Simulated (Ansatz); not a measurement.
# Rb on Fe(110): change of the work function, part 2 of 2

How does one ordered layer of Rb (longbridge site) change the work function of Fe(110), and what dipole does each adsorbate carry?

Ansatz 0.2.0; plane-wave DFT, PBE, Ansatz PAW.

So far, work function, upper face (eV): step 2 (the clean slab) 4.73; step 3 (adsorbate added) 1.90; step 5 (the slab at 0.25 ML, atoms frozen) 1.90; step 6 (the substrate of the 0.25 ML cell alone) 4.73; step 7 (the adsorbate layer of the 0.25 ML cell alone) 2.30.

## Step 8: Where the charge went at 0.25 ML

This step: plane-wave DFT, PBE, Ansatz PAW; density difference on adsorption (Ansatz 0.2.0).

The densities of the parts are taken from that of the whole and averaged over planes; the first moment of what is left gives the step in the potential.

This step gave:

```
largest charge moved                 : 0.009253 e/Å²
potential step from the moved charge : -2.818 eV
```

Planar mean, whole system less its parts. Table of electron density difference by z:

```csv
z (Å),electron density difference (e/Å³)
5,-1.0e-6
6,-7.0e-6
7,-3.1e-5
8,7.1e-6
9,8.6e-5
10,-4.7e-5
11,-2.9e-6
12,2.9e-4
13,-2.0e-4
14,-4.1e-4
15,-4.3e-4
16,0.0108
17,0.00209
18,-0.00439
19,-0.00183
20,-0.00154
21,-1.5e-4
22,1.0e-4
23,6.3e-5
24,2.3e-5
25,7.2e-6
26,1.7e-6
27,2.7e-7
```

Planar mean, whole system less its parts. Table of electrons moved below z by z:

z (Å), electrons moved below z (e/Å²) and a bar from the least value:
```
        5    0.00000 ####
        6    0.00000 ####
        7   -0.00002 ####
        8   -0.00005 ####
        9    0.00001 ####
       10    0.00000 ####
       11   -0.00001 ####
       12    0.00004 ####
       13   -0.00003 ####
       14   -0.00021 ###
       15   -0.00136 
       16    0.00076 ######
       17    0.00925 ##############################
       18    0.00545 ###################
       19    0.00236 ###########
       20    0.00045 #####
       21   -0.00019 ###
       22   -0.00014 ###
       23   -0.00006 ####
       24   -0.00002 ####
       25    0.00000 ####
       26    0.00000 ####
       27    0.00000 ####
```

## Step 9: A changed input: basis.ecutrho_ratio = 12

This step: plane-wave DFT, PBE, Ansatz PAW (Ansatz 0.2.0).

System of this step: Rb/Fe(110). The cell holds 17 atoms: 16 Fe and 1 Rb. Its edges and angles: a = 4.971 Å, b = 4.971 Å, c = 27.408 Å, α = 90.0°, β = 90.0°, γ = 70.5°. Vacuum lies along c.

A run with a changed input: it repeats the earlier run at 0.25 ML with basis.ecutrho_ratio to 12; its output block differs too.

File input.yaml:

```yaml
crystal:
  lattice:
    - [4.058792924, -2.87, 0.0]
    - [4.058792924, 2.87, 0.0]
    - [0.0, 0.0, 27.4081724393]
  atoms:
    - { symbol: Fe, position: [0.0, 0.0, 0.3283692125], spin: 2.66 }
    - { symbol: Fe, position: [0.25, 0.25, 0.4024126923], spin: 2.4 }
    - { symbol: Fe, position: [0.0, 0.0, 0.475596685], spin: 2.36 }
    - { symbol: Fe, position: [0.25, 0.25, 0.5473593819], spin: 2.61 }
    - { symbol: Fe, position: [0.0, 0.5, 0.3283692125], spin: 2.66 }
    - { symbol: Fe, position: [0.25, 0.75, 0.4024126923], spin: 2.4 }
    - { symbol: Fe, position: [0.0, 0.5, 0.475596685], spin: 2.36 }
    - { symbol: Fe, position: [0.25, 0.75, 0.5473593819], spin: 2.61 }
    - { symbol: Fe, position: [0.5, 0.0, 0.3283692125], spin: 2.66 }
    - { symbol: Fe, position: [0.75, 0.25, 0.4024126923], spin: 2.4 }
    - { symbol: Fe, position: [0.5, 0.0, 0.475596685], spin: 2.36 }
    - { symbol: Fe, position: [0.75, 0.25, 0.5473593819], spin: 2.61 }
    - { symbol: Fe, position: [0.5, 0.5, 0.3283692125], spin: 2.66 }
    - { symbol: Fe, position: [0.75, 0.75, 0.4024126923], spin: 2.4 }
    - { symbol: Fe, position: [0.5, 0.5, 0.475596685], spin: 2.36 }
    - { symbol: Fe, position: [0.75, 0.75, 0.5473593819], spin: 2.61 }
    - { symbol: Rb, position: [0.0, 0.0, 0.6716307875] }
magnetization:
  spin_polarized: true
kpoints:
  mp_grid: { grid: [7, 7, 1] }
hamiltonian:
  xc: pbe
scf:
  occupations: { method: fermi_dirac, width: 0.1 }
  convergence: { dr2_threshold: 1.0e-08 }
efield:
  axis: 3
  dipole_correction: true
  ramp_position: 0.97
  ramp_width: 0.06
relax:
  f_tol: 0.02
  max_steps: 60
  constraints: [{ sites: [0, 1, 4, 5, 8, 9, 12, 13] }]
output:
  bader: true
  dos: { projected: true, e_range: [-8, 4] }
  write_potential: true
  write_density: true
  volumetric_format: npy
basis:
  ecutrho_ratio: 12
```

Command:

```sh
ansatz run input.yaml --threads 4 --pin off --max-ram 12288MiB --backend cpu --events-out ev --progress --plain --runs-dir out
```

Wall time 21 min (4 threads of Arm Neoverse V1, shared host); peak memory 5.5 GiB.

Step by step:

```csv
step,energy less that of the first step (eV),largest force component (eV/Å)
1,0.0000,0.3850
2,-0.0253,0.3401
3,-0.0775,0.1069
4,-0.0814,0.0486
5,-0.0821,0.0042
```

Forces are held to the 4 operations that the run works with; a distortion that breaks them can't arise in this run.

The atoms that moved most (Å):

```csv
atom,dx,dy,dz,length
Rb17,0.000,0.000,-0.339,0.339
Fe16,0.000,0.000,0.037,0.037
Fe4,0.000,0.000,0.037,0.037
Fe11,0.000,0.000,0.010,0.010
Fe7,0.000,0.000,0.010,0.010
Fe8,0.000,-0.006,-0.002,0.006
Fe12,0.000,0.006,-0.002,0.006
```

Final coordinates:

```
Fe Rb
1.0
     4.05879   -2.87000    0.00000
     4.05879    2.87000    0.00000
     0.00000    0.00000   27.40817
Fe Rb
16 1
Direct
  0.00000 0.00000 0.32837
  0.25000 0.25000 0.40241
  0.00000 0.00000 0.47566
  0.25002 0.25002 0.54872
  0.00000 0.50000 0.32837
  0.25000 0.75000 0.40241
  0.00000 0.50000 0.47596
  0.25103 0.74897 0.54727
  0.50000 0.00000 0.32837
  0.75000 0.25000 0.40241
  0.50000 0.00000 0.47596
  0.74897 0.25103 0.54727
  0.50000 0.50000 0.32837
  0.75000 0.75000 0.40241
  0.50000 0.50000 0.47555
  0.74998 0.74998 0.54872
  0.00000 0.00000 0.65927
```

This step gave:

| Property | Result |
| --- | --- |
| energy at zero smearing | -74948.8054 eV |
| total moment | 39.89 μB |
| work function, upper face | 1.900 eV |
| dipole along the normal | 0.3653 e·Å |
| step between the vacuum levels | -2.838 eV |

The density of states has structure finer than the step of the table below, so its rows give means over 0.25 eV, whole bins alone (the curve runs from -8 to 1.98 eV). Peaks (eV: height): total -3.280: 41.9, -3.220: 39.6, -1.410: 60.6, -1.170: 73.4, -1.080: 67.8, 1.680: 39.1, 1.950: 41.0; up -3.280: 36.0, -3.220: 34.0, -1.410: 33.7, -1.170: 44.9, -1.080: 41.2, -0.990: 41.2, -0.930: 39.6; down -1.410: 26.9, -1.170: 28.6, -0.750: 26.8, 1.410: 27.9, 1.680: 35.2, 1.800: 30.8, 1.950: 38.1.

The density of states by energy, zero at the Fermi level; means over each step; values in states/eV a cell:

```csv
energy (eV),total,up,down
-7.75,0.629,0.456,0.173
-7.50,0.928,0.481,0.447
-7.25,0.948,0.472,0.475
-7.00,0.961,0.499,0.463
-6.75,1.18,0.688,0.487
-6.50,1.76,1.11,0.645
-6.25,2.04,0.998,1.04
-6.00,2.29,1.35,0.945
-5.75,2.59,1.50,1.09
-5.50,2.58,1.06,1.52
-5.25,2.74,1.81,0.926
-5.00,3.83,3.08,0.754
-4.75,5.69,4.13,1.56
-4.50,12.4,10.1,2.26
-4.25,11.6,9.68,1.88
-4.00,17.5,15.8,1.64
-3.75,15.8,11.9,3.88
-3.50,9.90,7.01,2.89
-3.25,27.3,22.5,4.78
-3.00,28.5,23.1,5.48
-2.75,23.5,17.9,5.61
-2.50,31.2,22.3,8.84
-2.25,24.9,15.9,8.94
-2.00,18.2,11.1,7.03
-1.75,21.3,15.2,6.08
-1.50,38.0,23.6,14.4
-1.25,54.0,34.2,19.9
-1.00,54.7,35.0,19.7
-0.75,36.7,16.4,20.3
-0.50,27.9,11.5,16.4
-0.25,30.0,15.2,14.7
0.00,17.2,7.08,10.1
0.25,11.0,3.38,7.64
0.50,12.6,3.30,9.27
0.75,14.8,3.25,11.6
1.00,17.2,3.41,13.8
1.25,22.0,3.87,18.1
1.50,28.4,3.32,25.1
1.75,30.3,4.02,26.3
```

Projected DOS per atom over height of the atomic layer and energy from the Fermi level. Layers: Fe4 Fe4 Fe4 Fe4 Rb from below.

Values in states/eV, 22 rows by 5 columns, each cell a mean:
```
1.82 1.77 1.68 1.72 0.31
1.35 1.27 1.32 1.35 0.47
1.03 0.68 0.68 1.06 0.57
0.71 0.44 0.44 0.75 0.63
1.30 1.06 1.11 1.19 0.43
1.90 1.78 1.71 1.73 0.30
2.75 3.28 3.19 2.96 0.55
2.63 2.44 2.50 2.59 0.14
1.48 0.89 0.89 1.45 0.08
1.90 1.36 1.36 1.87 0.06
1.65 1.50 1.45 1.71 0.06
1.40 1.65 1.69 1.41 0.02
0.84 0.83 0.81 0.83 0.02
0.75 0.99 1.03 0.78 0.02
0.41 0.70 0.75 0.45 0.02
0.20 0.25 0.26 0.21 0.01
0.12 0.17 0.17 0.13 0.01
0.12 0.16 0.15 0.12 0.01
0.09 0.14 0.14 0.09 0.01
0.03 0.10 0.10 0.04 0.00
0.02 0.09 0.09 0.03 0.00
0.01 0.05 0.05 0.02 0.00
```
Columns: height of the atomic layer (Å) from 9 to 18.1 (not evenly spaced); rows upwards: energy from the Fermi level (eV) from -7.96 to 1.95.

Projected DOS per atom, spin up over height of the atomic layer and energy from the Fermi level. Layers: Fe4 Fe4 Fe4 Fe4 Rb from below.

Ten even steps from '0' (0.00 states/eV) to '9' (2.19 states/eV), each cell a mean:
```
00000
00001
00001
00001
13321
24420
79970
96680
52240
63360
64460
55650
32220
24430
12210
00000
00000
00000
00000
00000
00000
00000
```
Columns: height of the atomic layer (Å) from 9 to 18.1 (not evenly spaced); rows upwards: energy from the Fermi level (eV) from -7.96 to 1.95.

Projected DOS per atom, spin down over height of the atomic layer and energy from the Fermi level. Layers: Fe4 Fe4 Fe4 Fe4 Rb from below.

Ten even steps from '_' (0.00 states/eV) to '@' (1.73 states/eV), each cell a mean:
```
@@@@%%@@..
##****##..
++----++..
--....--..
++::::==__
##====**__
****++##::
--****==__
::::::::__
::----::__
..::::..__
....::..__
__......__
__________
__________
__________
__________
__________
__________
__________
__________
__________
```
Columns: height of the atomic layer (Å) from 9 to 18.1 (not evenly spaced); rows upwards: energy from the Fermi level (eV) from -7.96 to 1.95.

```csv
quantity,this run,earlier run,difference
"work function, upper face (eV)",1.900,1.900,2.8e-5
"work function, lower face (eV)",4.738,4.738,1.6e-5
dipole along the normal (e·Å),0.3653,0.3653,-1.1e-6
total moment (μB),39.89,39.89,-3.5e-5
```

Nothing in the table moves by 0.01 in its unit (for the dipole 0.5 % and 5e-5 e·Å). The run took 75 SCF cycles against 74.

## Step 10: A changed input

This step: plane-wave DFT, PBE, Ansatz PAW, but for the change named below (Ansatz 0.2.0).

System of this step: Fe(110). The cell holds 4 atoms: 4 Fe. Cell: a = 2.485 Å, b = 2.485 Å, c = 24.088 Å, α = 90.0°, β = 90.0°, γ = 70.5°. Vacuum lies along c.

Another changed input: it repeats the earlier run at 0 ML with magnetization from spin_polarized: true removed.

input.yaml, the sections that differ from step 9:

```yaml
crystal:
  lattice:
    - [2.029396462, -1.435, 0.0]
    - [2.029396462, 1.435, 0.0]
    - [0.0, 0.0, 24.088189386]
  atoms:
    - { symbol: Fe, position: [0.0, 0.0, 0.3736270857] }
    - { symbol: Fe, position: [0.5, 0.5, 0.4578756952] }
    - { symbol: Fe, position: [0.0, 0.0, 0.5421243048] }
    - { symbol: Fe, position: [0.5, 0.5, 0.6263729143] }
kpoints:
  mp_grid: { grid: [13, 13, 1] }
relax:
  f_tol: 0.02
  max_steps: 60
  constraints: [{ sites: [0, 1] }]
output:
  write_potential: true
  write_density: true
  volumetric_format: npy
# hamiltonian, scf, efield: as in step 9
# magnetization: removed
# basis: removed
```

Run time: 46 s. Hardware: 4 threads; peak memory 0.58 GiB.

```csv
quantity,this run,earlier run,difference
"work function, upper face (eV)",5.030,4.728,0.30
"work function, lower face (eV)",5.139,4.750,0.39
dipole along the normal (e·Å),0.003512,6.90e-4,0.0028
total moment (μB),0,10.03,-10
```

What moves beyond 0.01 in its unit (for the dipole 0.5 % and 5e-5 e·Å): total moment (-10 μB), dipole along the normal (+0.00282 e·Å), work function, lower face (+0.389 eV) and work function, upper face (+0.302 eV).

The change shows in the results, which are not taken further.

## Step 11: Summary of results

| Item | Value |
| --- | --- |
| work function of the clean face | 4.73 eV |
| work function at 0.25 ML | 1.90 eV |
| dipole per adsorbate at 0.25 ML, positive end outwards | 1.74 D |
| step of the potential from the moved charge at 0.25 ML, upper less lower side, atoms held | -2.82 eV |

In words: Rb lowers the work function of Fe(110) at the lowest coverage, by 2.83 eV: the adsorbate layer has its positive end outwards. One coverage alone was completed, so no trend follows. The slab has 4 layers, at the tabulated experimental lattice constant, one starting site was run, and quantum-size effects of a slab this thin can reach one or two tenths of an eV. The magnetic order is the one reached from the typed start; other orders were not compared.

[Logs are printed without paths, hosts, clocks, repeated set-up lines and the standing remarks that a program may print on its own settings, such as how far it seeks lower states.]

[Hosts, paths, dates, database ids (printed as entryN), source tags and the programs' standing remarks are cut or masked in the printed files.]

[Maps of the electrostatic potential energy from Ansatz leave out the sawtooth potential of an applied field or a dipole correction, so their vacuum need not be flat; planar profiles and work functions include it.]
